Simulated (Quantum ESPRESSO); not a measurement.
**La2Fe2S2O3: parallel and opposed starts**

A self-consistent run ends on one state, which hangs on the start. Several orders of La2Fe2S2O3 are started in Quantum ESPRESSO and their energies compared.

Program: Quantum ESPRESSO 7.5. Level of theory: PBE with U = 4.5 eV on Fe d (ortho-atomic projectors); plane waves with GBRV 1.5 PBE potentials, no spin-orbit coupling. Results are calculated unless marked as measured.

**Measured values to reproduce.**

For La2Fe2O3S2, tetragonal layered oxychalcogenide (solid-state synthesised powder, 4 K), “Magnetic and Structural Properties of the Iron Oxychalcogenides La2O2Fe2OM2 (M= S, Se)” (2018, arxiv:1801.00342) gives, by neutron powder diffraction, magnetic Rietveld: moment (ordered Fe2+ moment) 2.32 ± 0.04 μB [moment depends on the assumed non-collinear AFM3 magnetic model].

This is a report of a sequence of runs, with most program output left out.

### Step 1. The structure

The structure is tetragonal, space group I4/mmm (No. 139). Conventional cell: a = 4.048 Å, b = 4.048 Å, c = 18.184 Å, α = 90.00°, β = 90.00°, γ = 90.00°. Nearest to La lie 5 O at 2.37 to 3.31 Å and 4 S at 3.27 Å. Nearest to Fe lie 2 O at 2.02 Å and 4 S at 2.66 Å. Nearest to S lie 4 Fe at 2.66 Å and 4 La at 3.27 Å. Nearest to O lie 4 La at 2.37 Å. Nearest to O lie 4 Fe at 2.02 Å. Farther neighbours and most contacts between anions are not listed.

The cell comes from Materials Project 2023-11-01, a database of computed structures, and need not be the stable phase.

### Step 2. Start 1: ferro ++

The signs are those of the starting moments on the seeded atoms, the atoms that are given a moment.

pw.in reads:

```
&CONTROL
  calculation = 'scf'
  prefix = 'pwscf'
  outdir = './tmp'
  pseudo_dir = './pseudo'
  disk_io = 'nowf'
/
&SYSTEM
  ibrav = 0
  celldm(1) = 8
  nat = 9
  ntyp = 4
  ecutwfc = 40
  ecutrho = 280
  nbnd = 59
  occupations = 'smearing'
  smearing = 'fd'
  degauss = 0.00367493
  nspin = 2
  starting_magnetization(1) = 0
  starting_magnetization(2) = 0.25
  starting_magnetization(3) = 0
  starting_magnetization(4) = 0
/
&ELECTRONS
  conv_thr = 1.8d-08
  electron_maxstep = 150
  mixing_beta = 0.3
/
ATOMIC_SPECIES
La    138.9055 la_pbe_v1.uspp.F.UPF
Fe     55.8450 fe_pbe_v1.5.uspp.F.UPF
S      32.0600 s_pbe_v1.4.uspp.F.UPF
O      15.9990 o_pbe_v1.2.uspp.F.UPF
CELL_PARAMETERS alat
  -0.4780716549912    0.4780716549912    2.1477261805371
   0.4780716549912   -0.4780716549912    2.1477261805371
   0.4780716549912    0.4780716549912   -2.1477261805371
ATOMIC_POSITIONS crystal
La      0.1818010000    0.1818010000    0.0000000000
La      0.8181990000    0.8181990000    0.0000000000
Fe      0.5000000000    0.0000000000    0.5000000000
Fe      0.0000000000    0.5000000000    0.5000000000
S       0.4049150000    0.4049150000    0.0000000000
S       0.5950850000    0.5950850000    0.0000000000
O       0.7500000000    0.2500000000    0.5000000000
O       0.2500000000    0.7500000000    0.5000000000
O       0.0000000000    0.0000000000    0.0000000000
K_POINTS automatic
8 8 8 0 0 0
HUBBARD {ortho-atomic}
U Fe-3d 4.5000
```

Launch:

```
$ OMP_NUM_THREADS=1 mpirun -n 4 pw.x -nk 4 -in pw.in > pw.out
```

Elapsed: 19 min, on 4 MPI ranks of Intel Xeon 6975P-C (Granite Rapids), shared host; peak memory 2.1 GiB; 75 min of CPU time.

Spin moment in the atom's sphere by atom:

```csv
atom,spin moment in the atom's sphere (μB)
La1,0.01
La2,0.01
Fe3,3.36
Fe4,3.36
S5,0.11
S6,0.11
O7,0.01
O8,0.01
O9,0.19
```

Numbers from this step:

| Property | Result |
| --- | --- |
| smearing term TS | 1.64e-8 eV |
| magnetization | 8 μB |
| absolute magnetization | 8.044 μB |
| final state | ferromagnetic |

Spin density in the ac plane of the conventional cell at fractional y = 0.000, with atoms of La and Fe and S and O within 0.2 Å of it.

Ten even steps from '_' (0.0 e/Å³) to '@' (3.9 e/Å³), each cell a mean:
```
__________::++++==..________
____________________________
____________________________
____________________________
____________________________
____________________________
____________________________
____________________________
____________________________
____________________________
____________________________
__________::##@@==..________
__________..==++--__________
____________________________
____________________________
____________________________
____________________________
____________________________
____________________________
____________________________
____________________________
____________________________
____________________________
__________--@@@@**..________
```
Columns run along a (4.0 Å), rows up along c (18.2 Å), edges of the conventional cell, whose origin can differ from the input's. Atoms in or near the plane, at fractional coordinates: La at (0.00, 0.18), La at (0.00, 0.82), Fe at (0.50, 0.50), Fe at (0.50, 0.00), S at (0.00, 0.40), S at (0.00, 0.60), O at (0.50, 0.75), O at (0.50, 0.25), O at (0.00, 0.00).

Valence density in the ac plane of the conventional cell at fractional y = 0.000, with atoms of La and Fe and S and O within 0.2 Å of it. It is the smooth field of the valence electrons, not physical close to the nuclei.

Ten steps, logarithmic in the rise over the least value, from '_' (0 e/Å³) to '@' (16 e/Å³), each cell a mean:
```
##**==--==**%%@@%%++--==++**
----::::::--------::::::----
------::::::::::::::::::----
++++++==--::::::::::--==++++
::==++==------------==++++--
======--==++####**++----====
::::::----++**##**==--::::::
::::::::::--------::::::::::
====------::::::::::----====
========----::::::----======
======--------==------======
--------==##@@@@@@**--------
--------==**%%@@%%++--------
======----------------======
========--::::::::----======
==------::::::::::::------==
::::::::------------::::::::
::::::--==++####**++----::::
++++======++**##**==--====++
__==++==------------==++++--
++++==----::::::::::--==++++
----::::::::::::::::::::::--
------::------==----::------
##**++--==##@@@@@@**--==++##
```
Columns run along a (4.0 Å), rows up along c (18.2 Å), edges of the conventional cell, whose origin can differ from the input's. Atoms in or near the plane, at fractional coordinates: La at (0.00, 0.18), La at (0.00, 0.82), Fe at (0.50, 0.50), Fe at (0.50, 0.00), S at (0.00, 0.40), S at (0.00, 0.60), O at (0.50, 0.75), O at (0.50, 0.25), O at (0.00, 0.00).

### Step 3. Run 2, typed as antiferro +−

pw.in, as its differences from that of step 2:

```diff
@@ -11,6 +11,6 @@
   nat = 9
-  ntyp = 4
+  ntyp = 5
   ecutwfc = 40
   ecutrho = 280
-  nbnd = 59
+  nbnd = 55
   occupations = 'smearing'
@@ -21,4 +21,5 @@
   starting_magnetization(2) = 0.25
-  starting_magnetization(3) = 0
+  starting_magnetization(3) = -0.25
   starting_magnetization(4) = 0
+  starting_magnetization(5) = 0
 /
@@ -31,3 +32,4 @@
 La    138.9055 la_pbe_v1.uspp.F.UPF
-Fe     55.8450 fe_pbe_v1.5.uspp.F.UPF
+Fe1    55.8450 fe_pbe_v1.5.uspp.F.UPF
+Fe2    55.8450 fe_pbe_v1.5.uspp.F.UPF
 S      32.0600 s_pbe_v1.4.uspp.F.UPF
@@ -41,4 +43,4 @@
 La      0.8181990000    0.8181990000    0.0000000000
-Fe      0.5000000000    0.0000000000    0.5000000000
-Fe      0.0000000000    0.5000000000    0.5000000000
+Fe1     0.5000000000    0.0000000000    0.5000000000
+Fe2     0.0000000000    0.5000000000    0.5000000000
 S       0.4049150000    0.4049150000    0.0000000000
@@ -51,2 +53,3 @@
 HUBBARD {ortho-atomic}
-U Fe-3d 4.5000
+U Fe1-3d 4.5000
+U Fe2-3d 4.5000
```

Wall time 25 min (4 MPI ranks); peak memory 2.4 GiB.

Spin moment in the atom's sphere by atom:

```csv
atom,spin moment in the atom's sphere (μB)
La1,0.00
La2,0.00
Fe3,3.33
Fe4,-3.33
S5,0.00
S6,0.00
O7,0.00
O8,0.00
O9,0.00
```

Numbers from this step:

```
smearing term TS       : 2.40e-12 eV
magnetization          : 0 μB
absolute magnetization : 7.606 μB
final state            : antiferromagnetic
```

Spin density in the ac plane of the conventional cell at fractional y = 0.000, with atoms of La and Fe and S and O within 0.2 Å of it.

Values in e/Å³, 24 rows by 14 columns, each cell a mean:
```
 0.0  0.0  0.0  0.0 -0.2 -0.8 -2.0 -2.0 -1.6 -0.5 -0.1  0.0  0.0  0.0
 0.0  0.0  0.0  0.0  0.0  0.0  0.0  0.0  0.0  0.0  0.0  0.0  0.0  0.0
 0.0  0.0  0.0  0.0  0.0  0.0  0.0  0.0  0.0  0.0  0.0  0.0  0.0  0.0
 0.0  0.0  0.0  0.0  0.0  0.0  0.0  0.0  0.0  0.0  0.0  0.0  0.0  0.0
 0.0  0.0  0.0  0.0  0.0  0.0  0.0  0.0  0.0  0.0  0.0  0.0  0.0  0.0
 0.0  0.0  0.0  0.0  0.0  0.0  0.0  0.0  0.0  0.0  0.0  0.0  0.0  0.0
 0.0  0.0  0.0  0.0  0.0  0.0  0.0  0.0  0.0  0.0  0.0  0.0  0.0  0.0
 0.0  0.0  0.0  0.0  0.0  0.0  0.0  0.0  0.0  0.0  0.0  0.0  0.0  0.0
 0.0  0.0  0.0  0.0  0.0  0.0  0.0  0.0  0.0  0.0  0.0  0.0  0.0  0.0
 0.0  0.0  0.0  0.0  0.0  0.0  0.0  0.0  0.0  0.0  0.0  0.0  0.0  0.0
 0.0  0.0  0.0  0.0  0.0  0.1  0.1  0.0  0.1  0.0  0.0  0.0  0.0  0.0
 0.0  0.0  0.0  0.0  0.1  0.8  2.9  3.6  1.9  0.4  0.1  0.0  0.0  0.0
 0.0  0.0  0.0  0.0  0.1  0.7  1.9  2.0  1.4  0.4  0.1  0.0  0.0  0.0
 0.0  0.0  0.0  0.0  0.0  0.0  0.0  0.0  0.0  0.0  0.0  0.0  0.0  0.0
 0.0  0.0  0.0  0.0  0.0  0.0  0.0  0.0  0.0  0.0  0.0  0.0  0.0  0.0
 0.0  0.0  0.0  0.0  0.0  0.0  0.0  0.0  0.0  0.0  0.0  0.0  0.0  0.0
 0.0  0.0  0.0  0.0  0.0  0.0  0.0  0.0  0.0  0.0  0.0  0.0  0.0  0.0
 0.0  0.0  0.0  0.0  0.0  0.0  0.0  0.0  0.0  0.0  0.0  0.0  0.0  0.0
 0.0  0.0  0.0  0.0  0.0  0.0  0.0  0.0  0.0  0.0  0.0  0.0  0.0  0.0
 0.0  0.0  0.0  0.0  0.0  0.0  0.0  0.0  0.0  0.0  0.0  0.0  0.0  0.0
 0.0  0.0  0.0  0.0  0.0  0.0  0.0  0.0  0.0  0.0  0.0  0.0  0.0  0.0
 0.0  0.0  0.0  0.0  0.0  0.0  0.0  0.0  0.0  0.0  0.0  0.0  0.0  0.0
 0.0  0.0  0.0  0.0  0.0  0.0  0.0  0.0  0.0  0.0  0.0  0.0  0.0  0.0
 0.0  0.0  0.0  0.0 -0.3 -1.3 -3.6 -3.8 -2.7 -0.7 -0.1  0.0  0.0  0.0
```
Columns run along a (4.0 Å), rows up along c (18.2 Å), edges of the conventional cell, whose origin can differ from the input's. Atoms in or near the plane, at fractional coordinates: La at (0.00, 0.18), La at (0.00, 0.82), Fe at (0.50, 0.50), Fe at (0.50, 0.00), S at (0.00, 0.40), S at (0.00, 0.60), O at (0.50, 0.75), O at (0.50, 0.25), O at (0.00, 0.00).

Valence density in the ac plane of the conventional cell at fractional y = 0.000, with atoms of La and Fe and S and O within 0.2 Å of it. It is the smooth field of the valence electrons, not physical close to the nuclei.

Ten steps, logarithmic in the rise over the least value, from '0' (0 e/Å³) to '9' (16 e/Å³), each cell a mean:
```
76434689853456
33222333322233
33322222222233
55543222223455
24543333334553
44434577653344
22233567643222
22222333322222
44333222223344
44443322233444
44433334333444
33334799963333
33334689853333
44433333333444
44443222233444
43332222223334
22223333332222
22234577653322
55444567643445
04543333334553
55433222223455
33222222222223
33323334332333
76534799963457
```
Columns run along a (4.0 Å), rows up along c (18.2 Å), edges of the conventional cell, whose origin can differ from the input's. Atoms in or near the plane, at fractional coordinates: La at (0.00, 0.18), La at (0.00, 0.82), Fe at (0.50, 0.50), Fe at (0.50, 0.00), S at (0.00, 0.40), S at (0.00, 0.60), O at (0.50, 0.75), O at (0.50, 0.25), O at (0.00, 0.00).

### Step 4. Run 3 (no spin polarisation)

pw.in, as its differences from that of step 3:

```diff
@@ -11,3 +11,3 @@
   nat = 9
-  ntyp = 5
+  ntyp = 4
   ecutwfc = 40
@@ -18,8 +18,2 @@
   degauss = 0.00367493
-  nspin = 2
-  starting_magnetization(1) = 0
-  starting_magnetization(2) = 0.25
-  starting_magnetization(3) = -0.25
-  starting_magnetization(4) = 0
-  starting_magnetization(5) = 0
 /
@@ -32,4 +26,3 @@
 La    138.9055 la_pbe_v1.uspp.F.UPF
-Fe1    55.8450 fe_pbe_v1.5.uspp.F.UPF
-Fe2    55.8450 fe_pbe_v1.5.uspp.F.UPF
+Fe     55.8450 fe_pbe_v1.5.uspp.F.UPF
 S      32.0600 s_pbe_v1.4.uspp.F.UPF
@@ -43,4 +36,4 @@
 La      0.8181990000    0.8181990000    0.0000000000
-Fe1     0.5000000000    0.0000000000    0.5000000000
-Fe2     0.0000000000    0.5000000000    0.5000000000
+Fe      0.5000000000    0.0000000000    0.5000000000
+Fe      0.0000000000    0.5000000000    0.5000000000
 S       0.4049150000    0.4049150000    0.0000000000
@@ -53,3 +46,2 @@
 HUBBARD {ortho-atomic}
-U Fe1-3d 4.5000
-U Fe2-3d 4.5000
+U Fe-3d 4.5000
```

The job ended after 13 min (4 MPI ranks; peak memory 1.6 GiB).

Residual by cycle:

cycle, log10 residual and a bar from the least value:
```
        1        2.9 ##############################
        6        1.4 ##################
       10        0.7 #############
       15       -0.4 ####
       20       -0.7 ##
       25       -0.9 
       29       -0.8 #
       34        0.3 ##########
       39       -0.6 ###
       44       -0.9 
       48        0.7 #############
       53       -0.6 ##
```

The run was cut off at its time limit.

After 53 cycles the residual stands at 0.23.

### Step 5. Ranking

An order is kept where moments of 0.15 μB or more survive with the typed signs; meshes match where a doubled cell samples the same k points as the first cell.

Orders:

```csv
start,final state,typed order kept,energy over the lowest (meV a seeded atom),largest site moment (μB),net moment (μB a cell of the first run),mesh matched,CPU time (s)
ferro ++,ferromagnetic,yes,60,3.357,8,yes,4485
antiferro +-,antiferromagnetic,yes,0,3.329,0,yes,5938
```

### Step 6. Occupations of the corrected shells in the lowest state

Occupations of the Hubbard shells:

```csv
block,type,shell,spin,electrons,occupation numbers
3,Fe1,3d,up,4.914,0.975 0.979 0.981 0.987 0.992
3,Fe1,3d,down,1.242,0.036 0.041 0.085 0.134 0.946
4,Fe2,3d,up,1.242,0.036 0.041 0.085 0.134 0.946
4,Fe2,3d,down,4.914,0.975 0.979 0.981 0.987 0.992
```

### Step 7. Summary of results

| Item | Value |
| --- | --- |
| lowest state found | antiferromagnetic (from antiferro +-) |
| largest site moment | 3.33 μB |
| next state with moments | ferromagnetic, 60.0 meV a seeded atom higher |

What this shows: This is the lowest of 2 collinear or spinless starts, no proof of the ground state. 1 further start did not converge. A computed site moment is spin alone and hangs on the region that is counted: the program's spheres do not touch and miss the tail of the moment. Measured moments hold any orbital part as well, and belong to the order of the sample, which need not be the order of this run.

Computed beside measured:

| quantity | measured | in the sphere | projected shell |
| --- | --- | --- | --- |
| moment (Fe) (μB) | 2.32 | 3.33 (+43.5 %) | 3.67 (+58.3 %) |

Measured values from arxiv:1801.00342 (2018).

How well it matches: For the moment, of the levels listed nearest comes in the sphere (+43.5 %) and farthest projected shell (+58.3 %). No cell relaxation is part of this session.

[Logs and program files are shortened in this print: banners, set-up blocks, solver, clock and traceback lines can be left out without a mark of their own.]

[Logs are printed without paths, hosts, clocks, repeated set-up lines and the standing remarks that a program may print on its own settings, such as how far it seeks lower states.]

[Hosts, paths, dates, database ids (printed as entryN), source tags and the programs' standing remarks are cut or masked in the printed files.]

[Where a cell is said to come from a database of computed structures, the database is the Materials Project.]
